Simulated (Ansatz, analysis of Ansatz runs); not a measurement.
## Can an added electron hop between V atoms in VCrO4 (Cmcm)?

Question: does an added electron stay on the V atom where it is started in VCrO4 (Cmcm), and if so, how high is the barrier for a hop to another V site nearby? Model: a cell of 48 host atoms.

Program: Ansatz 0.2.0. Level of theory: plane-wave PAW DFT, PBEsol+U; relaxation of all atoms of a supercell at fixed charge in a uniform background. Results are calculated unless marked as measured.

### Step 1. The structure

The cell holds 48 atoms: 8 V, 8 Cr and 32 O. Its edges and angles: a = 10.243 Å, b = 8.208 Å, c = 9.968 Å, α = 67.8°, β = 47.9°, γ = 64.3°. It derives from VCrO4 (space group Cmcm). Nearest the centre at fractional (0.500, 0.000, 0.000): V5 at 1.93 Å, V4 at 1.93 Å, O17 at 2.12 Å, O24 at 2.12 Å, O26 at 2.12 Å, O31 at 2.12 Å, O42 at 2.19 Å, O35 at 2.19 Å.

Hubbard terms: V d 5.0 eV, Cr d 4.5 eV. They were chosen, not fitted, to curb self-interaction in the shells named, the trial site's among them. The two sites are V5 and V4. The cell's shortest repeat is 8.2 Å. The host's moments were started antiferromagnetic in the unit cell, high spin.

### Step 2. The cell without the carrier

The neutral cell is relaxed first, from small random displacements, so that bond lengths and moments with the carrier can be set beside those of a relaxed cell without it.

Input file neutral.relax/input.yaml:

```yaml
crystal:
  lattice:
    - [0.0, 8.2738142, 6.0384686]
    - [5.55914251, -1.2e-07, 6.03846877]
    - [5.55914251, 8.27381433, -1.7e-07]
  atoms:
    - { symbol: V, position: [0.052766, 0.697234, 0.302766] }
    - { symbol: V, position: [0.052766, 0.697234, 0.802766] }
    - { symbol: V, position: [0.552766, 0.197234, 0.302766] }
    - { symbol: V, position: [0.552766, 0.197234, 0.802766] }
    - { symbol: V, position: [0.447234, 0.802766, 0.197234] }
    - { symbol: V, position: [0.447234, 0.802766, 0.697234] }
    - { symbol: V, position: [0.947234, 0.302766, 0.197234] }
    - { symbol: V, position: [0.947234, 0.302766, 0.697234] }
    - { symbol: Cr, position: [0.0, 0.0, 0.0], spin: 3.0 }
    - { symbol: Cr, position: [0.0, 0.0, 0.5], spin: 3.0 }
    - { symbol: Cr, position: [0.5, 0.5, 0.0], spin: 3.0 }
    - { symbol: Cr, position: [0.5, 0.5, 0.5], spin: 3.0 }
    - { symbol: Cr, position: [0.25, 0.25, 0.25], spin: -3.0 }
    - { symbol: Cr, position: [0.25, 0.25, 0.75], spin: -3.0 }
    - { symbol: Cr, position: [0.75, 0.75, 0.25], spin: -3.0 }
    - { symbol: Cr, position: [0.75, 0.75, 0.75], spin: -3.0 }
    - { symbol: O, position: [0.253201, 0.996799, 0.26854] }
    - { symbol: O, position: [0.253201, 0.996799, 0.76854] }
    - { symbol: O, position: [0.753201, 0.496799, 0.26854] }
    - { symbol: O, position: [0.753201, 0.496799, 0.76854] }
    - { symbol: O, position: [0.246799, 0.503201, 0.23146] }
    - { symbol: O, position: [0.246799, 0.503201, 0.73146] }
    - { symbol: O, position: [0.746799, 0.003201, 0.23146] }
    - { symbol: O, position: [0.746799, 0.003201, 0.73146] }
    - { symbol: O, position: [0.48146, 0.26854, 0.496799] }
    - { symbol: O, position: [0.48146, 0.26854, 0.996799] }
    - { symbol: O, position: [0.98146, 0.76854, 0.496799] }
    - { symbol: O, position: [0.98146, 0.76854, 0.996799] }
    - { symbol: O, position: [0.01854, 0.23146, 0.003201] }
    - { symbol: O, position: [0.01854, 0.23146, 0.503201] }
    - { symbol: O, position: [0.51854, 0.73146, 0.003201] }
    - { symbol: O, position: [0.51854, 0.73146, 0.503201] }
    - { symbol: O, position: [0.117122, 0.352935, 0.147065] }
    - { symbol: O, position: [0.117122, 0.352935, 0.647065] }
    - { symbol: O, position: [0.617122, 0.852935, 0.147065] }
    - { symbol: O, position: [0.617122, 0.852935, 0.647065] }
    - { symbol: O, position: [0.102936, 0.867122, 0.132878] }
    - { symbol: O, position: [0.102936, 0.867122, 0.632878] }
    - { symbol: O, position: [0.602936, 0.367122, 0.132878] }
    - { symbol: O, position: [0.602936, 0.367122, 0.632878] }
    - { symbol: O, position: [0.382878, 0.147065, 0.352935] }
    - { symbol: O, position: [0.382878, 0.147065, 0.852935] }
    - { symbol: O, position: [0.882878, 0.647065, 0.352935] }
    - { symbol: O, position: [0.882878, 0.647065, 0.852935] }
    - { symbol: O, position: [0.397064, 0.632878, 0.367122] }
    - { symbol: O, position: [0.397064, 0.632878, 0.867122] }
    - { symbol: O, position: [0.897064, 0.132878, 0.367122] }
    - { symbol: O, position: [0.897064, 0.132878, 0.867122] }
basis:
  ecutwfc: 420
  xc_grid: 2
hamiltonian:
  xc: pbesol
  hubbard:
    sites: [{ species: V, l: d, u_eff: 5.0 }, { species: Cr, l: d, u_eff: 4.5 }]
kpoints:
  mp_grid: { grid: [1, 1, 1] }
magnetization:
  spin_polarized: true
  initial_magnetization: 0
  spin_locking: { lock_magnetization: hard }
scf:
  occupations: { method: fermi_dirac, width: 0.01 }
  max_iter: 120
  lower_state_search: "off"
output:
  forces: true
relax:
  f_tol: 0.02
  max_steps: 70
  random_displacement: { amplitude: 0.04, seed: 3368 }
checkpoint:
  write: "../neutral.relax.run"
  compress: false
  write_wavefunctions: true
  write_every: 100000
```

Launch:

```bash
ansatz run input.yaml --threads 8 --pin off --max-ram 17899MiB --backend cpu --events-out ev --progress --plain --runs-dir out
```

Numbers of over 12 decimals in the logs are rounded to 6 here.

The program printed:

```text
[... repeated set-up lines and file paths are left out, and long positions are rounded to six places ...]
V: projections on atomic orbitals take those of the free atom [Ne] 3s2 3p6 3d3 4s2, of charge +0.00 (hamiltonian.pseudopotentials.projection_atoms); the dataset's partial waves leave at most 5.8e-7 of an orbital's norm unspanned inside its sphere
Cr: projections on atomic orbitals take those of the free atom [Ne] 3s2 3p6 3d5 4s1, of charge +0.00 (hamiltonian.pseudopotentials.projection_atoms); the dataset's partial waves leave at most 7.0e-7 of an orbital's norm unspanned inside its sphere
O: projections on atomic orbitals take those of the free atom [He] 2s2 2p4, of charge +0.00 (hamiltonian.pseudopotentials.projection_atoms); the dataset's partial waves leave at most 1.9e-8 of an orbital's norm unspanned inside its sphere
Engine: ansatz 0.2.0, aarch64-unknown-linux-gnu
Pseudopotentials: kind: paw
Pseudopotential: V, paw, valence charge 13, recommended cutoff 420 eV (normal), V.paw.azcp
Pseudopotential: Cr, paw, valence charge 14, recommended cutoff 420 eV (normal), Cr.paw.azcp
Pseudopotential: O, paw, valence charge 6, recommended cutoff 420 eV (normal), O.paw.azcp
Functional definition: PBEsol
  exchange = pbesol_x
  correlation = pbesol_c
Crystal: 48 atoms, lattice volume = 555.483 Å³
Basis set: ecut = 420 eV, 10849 PW (Γ), exchange–correlation on 144×120×144 points (8 copies of the dense FFT grid, shifted against one another)
Bands: 252, of which v1, the nominal top of the filled ones, is band 204 counted from 1 (203 counted from 0)
Symmetry: 1 space group operations
k-points: 1
[...]
[... 1 atom left out ...]
  atom  26  O     -0.01602056     0.00548971    -0.00248878
  [... 4 atoms left out ...]
  atom  31  O      0.01497976    -0.00742519    -0.00083945
  [... 3 atoms left out ...]
  atom  35  O      0.00161169    -0.00005987     0.00240314
  [... 6 atoms left out ...]
  atom  42  O      0.00083063    -0.00396179     0.00070688
  [... 6 atoms left out ...]
  max |Σ_I F_I| component: 5.68e-5 eV/Å
--- Band table (eV) ---
  k-point 0 ↑: bands = ["-65.2504", "-65.2498", "-65.2484", "-65.2477", [... 244 left out ...] "12.1218", "12.1220", "12.2324", "12.2326"]
  k-point 0 ↓: bands = ["-65.2502", "-65.2499", "-65.2482", "-65.2478", [... 244 left out ...] "12.1217", "12.1220", "12.2324", "12.2326"]
Occupation matrices written to <dir>
--- Relaxed structure (4 steps of the walk, 4 accepted, 0 SCFs on fresh bases) ---
  F+E_penalty+E_count = -67782.41024628 eV   max|allowed force component| = 1.793e-2 eV/Å
  atoms:
    - { symbol: V, position: [0.053820, 0.696818, 0.302024] }
    - { symbol: V, position: [0.053859, 0.696831, 0.802029] }
    [... 1 atom left out ...]
    - { symbol: V, position: [0.553889, 0.196799, 0.801998] }
    - { symbol: V, position: [0.448215, 0.802369, 0.196452] }
    [... 7 atoms left out ...]
    - { symbol: Cr, position: [0.250992, 0.249633, 0.249226] }
    [... 2 atoms left out ...]
    - { symbol: Cr, position: [0.751049, 0.749580, 0.749257] }
    - { symbol: O, position: [0.254382, 0.996263, 0.267718] }
    [... 6 atoms left out ...]
    - { symbol: O, position: [0.747696, 0.002906, 0.730744] }
    [... 1 atom left out ...]
    - { symbol: O, position: [0.482521, 0.268171, 0.995839] }
    [... 4 atoms left out ...]
    - { symbol: O, position: [0.519594, 0.731053, 0.002591] }
    [... 3 atoms left out ...]
    - { symbol: O, position: [0.618230, 0.852718, 0.146036] }
    [... 6 atoms left out ...]
    - { symbol: O, position: [0.383890, 0.146348, 0.852477] }
    [... 6 atoms left out ...]
[key lines of the parts left out:]
SCF converged after 7 iterations
Magnetization: 0.0000 μB (204.0000 up, 204.0000 down)
Free energy (F): -67782.410246 eV
Fermi energy:    8.068779 (↑ 8.068773, ↓ 8.068785) eV
```

Elapsed: 21 s, on 8 threads of Arm Neoverse V1, shared host; peak memory 1.3 GiB.

The largest displacement from an ideal site is 0.004 Å.

### Step 3. The electron on the first site

The nearest neighbour or neighbours of the site start displaced and the site's starting moment is changed by the carrier's spin, since a carrier doesn't trap itself in the undistorted lattice.

Input file A.relax/input.yaml:

```yaml
crystal:
  lattice:
    - [0.0, 8.2738142, 6.0384686]
    - [5.55914251, -1.2e-07, 6.03846877]
    - [5.55914251, 8.27381433, -1.7e-07]
  atoms:
    - { symbol: V, position: [0.05382, 0.696818, 0.302024] }
    - { symbol: V, position: [0.053859, 0.696831, 0.802029] }
    - { symbol: V, position: [0.553817, 0.196874, 0.302005] }
    - { symbol: V, position: [0.553889, 0.196799, 0.801998] }
    - { symbol: V, position: [0.448215, 0.802369, 0.196452], spin: 1.0 }
    - { symbol: V, position: [0.448258, 0.802504, 0.696374] }
    - { symbol: V, position: [0.948234, 0.302444, 0.196421] }
    - { symbol: V, position: [0.948276, 0.302403, 0.696386] }
    - { symbol: Cr, position: [0.001029, -0.000335, -0.000789], spin: 3.0 }
    - { symbol: Cr, position: [0.00105, -0.000413, 0.499198], spin: 3.0 }
    - { symbol: Cr, position: [0.50103, 0.499615, -0.000802], spin: 3.0 }
    - { symbol: Cr, position: [0.501061, 0.499648, 0.499191], spin: 3.0 }
    - { symbol: Cr, position: [0.250992, 0.249633, 0.249226], spin: -3.0 }
    - { symbol: Cr, position: [0.251087, 0.249646, 0.749205], spin: -3.0 }
    - { symbol: Cr, position: [0.751053, 0.749647, 0.249234], spin: -3.0 }
    - { symbol: Cr, position: [0.751049, 0.74958, 0.749257], spin: -3.0 }
    - { symbol: O, position: [0.241368, 1.009277, 0.272513] }
    - { symbol: O, position: [0.254364, 0.996309, 0.767774] }
    - { symbol: O, position: [0.754403, 0.496273, 0.267727] }
    - { symbol: O, position: [0.754414, 0.496247, 0.767707] }
    - { symbol: O, position: [0.247678, 0.502999, 0.230655] }
    - { symbol: O, position: [0.247727, 0.503, 0.730721] }
    - { symbol: O, position: [0.747623, 0.002993, 0.230714] }
    - { symbol: O, position: [0.747696, 0.002906, 0.730744] }
    - { symbol: O, position: [0.482546, 0.26812, 0.495861] }
    - { symbol: O, position: [0.482521, 0.268171, 0.995839] }
    - { symbol: O, position: [0.982531, 0.768103, 0.495853] }
    - { symbol: O, position: [0.982511, 0.768199, 0.995871] }
    - { symbol: O, position: [0.019568, 0.231147, 0.002567] }
    - { symbol: O, position: [0.019558, 0.231065, 0.502567] }
    - { symbol: O, position: [0.524389, 0.726258, -0.010423] }
    - { symbol: O, position: [0.519526, 0.731136, 0.502563] }
    - { symbol: O, position: [0.118204, 0.35294, 0.145964] }
    - { symbol: O, position: [0.118261, 0.352799, 0.645988] }
    - { symbol: O, position: [0.63053, 0.856316, 0.142438] }
    - { symbol: O, position: [0.618196, 0.852911, 0.64603] }
    - { symbol: O, position: [0.104205, 0.866824, 0.132074] }
    - { symbol: O, position: [0.104273, 0.866774, 0.632008] }
    - { symbol: O, position: [0.604251, 0.366838, 0.132011] }
    - { symbol: O, position: [0.604324, 0.366747, 0.631984] }
    - { symbol: O, position: [0.383849, 0.146443, 0.352418] }
    - { symbol: O, position: [0.38389, 0.146348, 0.852477] }
    - { symbol: O, position: [0.883755, 0.646397, 0.352587] }
    - { symbol: O, position: [0.883964, 0.646329, 0.852372] }
    - { symbol: O, position: [0.394142, 0.620104, 0.378732] }
    - { symbol: O, position: [0.397874, 0.632486, 0.866318] }
    - { symbol: O, position: [0.897772, 0.13245, 0.366408] }
    - { symbol: O, position: [0.897802, 0.132443, 0.866374] }
total_charge: -1
basis:
  ecutwfc: 420
  xc_grid: 2
hamiltonian:
  xc: pbesol
  hubbard:
    sites: [{ species: V, l: d, u_eff: 5.0 }, { species: Cr, l: d, u_eff: 4.5 }]
kpoints:
  mp_grid: { grid: [1, 1, 1] }
magnetization:
  spin_polarized: true
  initial_magnetization: 1
  spin_locking: { lock_magnetization: hard }
scf:
  occupations: { method: fermi_dirac, width: 0.01 }
  max_iter: 120
  lower_state_search: "off"
output:
  forces: true
relax:
  f_tol: 0.015
  max_steps: 70
  escape_saddle: false
checkpoint:
  write: "../A.relax.run"
  compress: false
  write_wavefunctions: true
  write_every: 100000
```

The program printed:

```text
[...]
Crystal: 48 atoms, lattice volume = 555.483 Å³
Basis set: ecut = 420 eV, 10849 PW (Γ), exchange–correlation on 144×120×144 points (8 copies of the dense FFT grid, shifted against one another)
Bands: 253, of which v1, the nominal top of the filled ones, is band 205 counted from 1 (204 counted from 0)
Symmetry: 1 space group operations
[...]
k-points: 1
[...]
Starting moments: Σ|m| = 25 μB on 9 of 48 sites
[...]
SCF iter   1: F=—  HF=-67761.452925 eV  |F-HF|=—  |Δ(HF+E_count)|=         —  Δρ=3.72e-2 (↑3.72e-2 ↓3.63e-2)  dr2=1.72e1  dr2_m=2.23e0  M=1.000 μB ∫|m|=28.805 μB  β_m=0.30  ethr=3.10e-3  ⟨swp⟩=5.0  Hψ=1637  notcnv=0  defer=22
[...]
SCF iter  17: F=-67773.084165 eV  HF=-67773.084166 eV  |F-HF|=1.47e-6  |Δ(HF+E_count)|=   1.16e-6  Δρ=1.47e-5 (↑1.47e-5 ↓1.18e-5)  dr2=3.22e-6  dr2_m=1.79e-7  M=1.000 μB ∫|m|=26.952 μB  ethr=1.38e-9  ⟨swp⟩=1.5  Hψ=1305  notcnv=0
SCF 1 converged in 17 iterations: F = -67773.084165 eV  dr2 = 3.22e-6
[...]
relax step   1: F+E_penalty+E_count = -67773.08416470 eV  Δ(F+E_penalty+E_count) = +0.000e0 eV  max|allowed force component| = 1.454e0 eV/Å  Δτ_max = 0.0000 Å  (17 SCF iters, dr2 threshold 5.63e-6 eV, accepted)
[...]
relax step   2: F+E_penalty+E_count = -67773.30074885 eV  Δ(F+E_penalty+E_count) = -2.166e-1 eV  max|allowed force component| = 7.583e-1 eV/Å  Δτ_max = 0.0465 Å  (8 SCF iters, dr2 threshold 1.00e-4 eV, accepted)
relax step   3: F+E_penalty+E_count = -67773.35272213 eV  Δ(F+E_penalty+E_count) = -5.197e-2 eV  max|allowed force component| = 7.025e-2 eV/Å  Δτ_max = 0.0331 Å  (7 SCF iters, dr2 threshold 3.59e-5 eV, accepted)
relax step   4: F+E_penalty+E_count = -67773.35429821 eV  Δ(F+E_penalty+E_count) = -1.576e-3 eV  max|allowed force component| = 8.699e-2 eV/Å  Δτ_max = 0.0061 Å  (9 SCF iters, dr2 threshold 3.08e-7 eV, accepted)
relax step   5: F+E_penalty+E_count = -67773.35502494 eV  Δ(F+E_penalty+E_count) = -7.267e-4 eV  max|allowed force component| = 4.607e-2 eV/Å  Δτ_max = 0.0080 Å  (9 SCF iters, dr2 threshold 4.73e-7 eV, accepted)
relax step   6: F+E_penalty+E_count = -67773.35517851 eV  Δ(F+E_penalty+E_count) = -1.536e-4 eV  max|allowed force component| = 2.555e-2 eV/Å  Δτ_max = 0.0021 Å  (7 SCF iters, dr2 threshold 5.95e-7 eV, accepted)
SCF iter   1: F=—  HF=-67773.356142 eV  |F-HF|=—  |Δ(HF+E_count)|=         —  Δρ=1.53e-4 (↑1.53e-4 ↓9.43e-5)  dr2=1.11e-4  dr2_m=3.38e-5  M=1.000 μB ∫|m|=26.942 μB  β_m=0.30  ethr=1.78e-7  ⟨swp⟩=5.0  Hψ=1281  notcnv=0  defer=87
[...]
SCF iter   9: F=-67773.355245 eV  HF=-67773.355245 eV  |F-HF|=2.65e-9  |Δ(HF+E_count)|=   7.92e-9  Δρ=1.15e-6 (↑1.15e-6 ↓8.14e-7)  dr2=1.43e-8  dr2_m=1.44e-9  M=1.000 μB ∫|m|=26.941 μB  ethr=2.44e-11  ⟨swp⟩=4.5  Hψ=1324  notcnv=0
SCF 7 converged in 9 iterations: F = -67773.355245 eV  dr2 = 1.43e-8
relax step   7: F+E_penalty+E_count = -67773.35524487 eV  Δ(F+E_penalty+E_count) = -6.636e-5 eV  max|allowed force component| = 2.668e-3 eV/Å  Δτ_max = 0.0024 Å  (9 SCF iters, accepted)
NSCF: frozen V_eff on 1 k-points
[...]
SCF converged after 9 iterations
[...]
Magnetization: 1.0000 μB (205.0000 up, 204.0000 down)
Absolute magnetization: 27.0274 μB (∫|ρ↑−ρ↓|, with the PAW one-centre terms)
[...]
Per-site moments (μB) at R_I (Å): [(0.00863446, 0.683020), (0.00129659, 0.683643), (0.00129153, 0.683643), [... 45 left out ...]
Free energy (F): -67773.355245 eV
[...]
Internal energy: -67773.355245 eV  (E = F + TS)
E sigma→0 (E₀):  -67773.355245 eV
Fermi energy:    8.940484 (↑ 8.943805, ↓ 8.223904) eV
[...]
--- Forces (eV/Å), atoms counted from 1 ---
  atom   1  V      0.00000613     0.00116711    -0.00266839
  atom   2  V      0.00067329     0.00144865     0.00015828
  [... 1 atom left out ...]
  atom   4  V      0.00005885     0.00214500     0.00191464
  atom   5  V      0.00005700     0.00045134    -0.00037794
  [... 7 atoms left out ...]
  atom  13  Cr    -0.00115044     0.00029155    -0.00061584
  [... 2 atoms left out ...]
  atom  16  Cr     0.00109686     0.00033012    -0.00060886
  atom  17  O      0.00117588    -0.00031978     0.00094345
  [... 6 atoms left out ...]
  atom  24  O      0.00083245    -0.00037731    -0.00082020
  [... 1 atom left out ...]
  atom  26  O     -0.00080512    -0.00039571    -0.00081455
  [... 4 atoms left out ...]
  atom  31  O     -0.00120383    -0.00031327     0.00094098
  [... 3 atoms left out ...]
  atom  35  O     -0.00001357    -0.00051481     0.00034740
  [... 6 atoms left out ...]
  atom  42  O      0.00001557     0.00107221    -0.00028569
  [... 6 atoms left out ...]
  max |Σ_I F_I| component: 1.56e-5 eV/Å
--- Band table (eV) ---
[...]
Occupation matrices written to <dir>
--- Relaxed structure (7 steps of the walk, 7 accepted, 0 SCFs on fresh bases) ---
  F+E_penalty+E_count = -67773.35524487 eV   max|allowed force component| = 2.668e-3 eV/Å
  atoms:
    - { symbol: V, position: [0.055357, 0.697564, 0.301275] }
    - { symbol: V, position: [0.053743, 0.696803, 0.802267] }
    [... 1 atom left out ...]
    - { symbol: V, position: [0.552784, 0.195638, 0.803200] }
    - { symbol: V, position: [0.452221, 0.798208, 0.200630] }
    [... 7 atoms left out ...]
    - { symbol: Cr, position: [0.250798, 0.247592, 0.249715] }
    [... 2 atoms left out ...]
    - { symbol: Cr, position: [0.749266, 0.749123, 0.751247] }
    - { symbol: O, position: [0.249277, 1.001633, 0.271310] }
    [... 6 atoms left out ...]
    - { symbol: O, position: [0.746612, 0.002698, 0.731263] }
    [... 1 atom left out ...]
    - { symbol: O, position: [0.481735, 0.267575, 0.996140] }
    [... 4 atoms left out ...]
    - { symbol: O, position: [0.523380, 0.727528, -0.002794] }
    [... 3 atoms left out ...]
    - { symbol: O, position: [0.628212, 0.860245, 0.138597] }
    [... 6 atoms left out ...]
    - { symbol: O, position: [0.382167, 0.146064, 0.852774] }
    [... 6 atoms left out ...]
```

The job ended after 39 s (8 threads; peak memory 1.3 GiB; 4.6 min of CPU time).

Step by step:

```tsv
step	energy less that of the first step (eV)	largest force component (eV/Å)
1	0.0000	1.4542
2	-0.2166	0.7583
3	-0.2686	0.0702
4	-0.2701	0.0870
5	-0.2709	0.0461
6	-0.2710	0.0255
7	-0.2711	0.0027
```

The atoms that moved most (Å):

```tsv
atom	dx	dy	dz	length
O45	0.000	-0.072	-0.024	0.076
O17	-0.049	0.055	0.002	0.074
O31	0.049	0.055	0.002	0.074
V5	0.000	0.068	-0.001	0.068
O35	0.000	-0.051	0.010	0.052
Cr12	0.000	-0.041	-0.004	0.042
Cr15	0.000	-0.026	0.009	0.027
O23	0.011	0.018	0.013	0.025
```

The moves above count from the input, in which the site's nearest neighbours were already displaced; the distances below compare with the cell without the carrier.

Distances from V5 without and with the electron:

```tsv
atom	without (Å)	with (Å)
O45	1.66	1.72
O35	1.66	1.72
O31	1.79	1.88
O17	1.79	1.88
```

The largest changes of the moments are 0.72 μB on V5, 0.07 μB on Cr15 and -0.05 μB on O45. The largest part sits on the chosen site.

(Part 1 of 2 ends here.)

[Logs are printed without paths, hosts, clocks, repeated set-up lines and the standing remarks that a program may print on its own settings, such as how far it seeks lower states.]

[Hosts, paths, dates, database ids (printed as entryN), source tags and the programs' standing remarks are cut or masked in the printed files.]
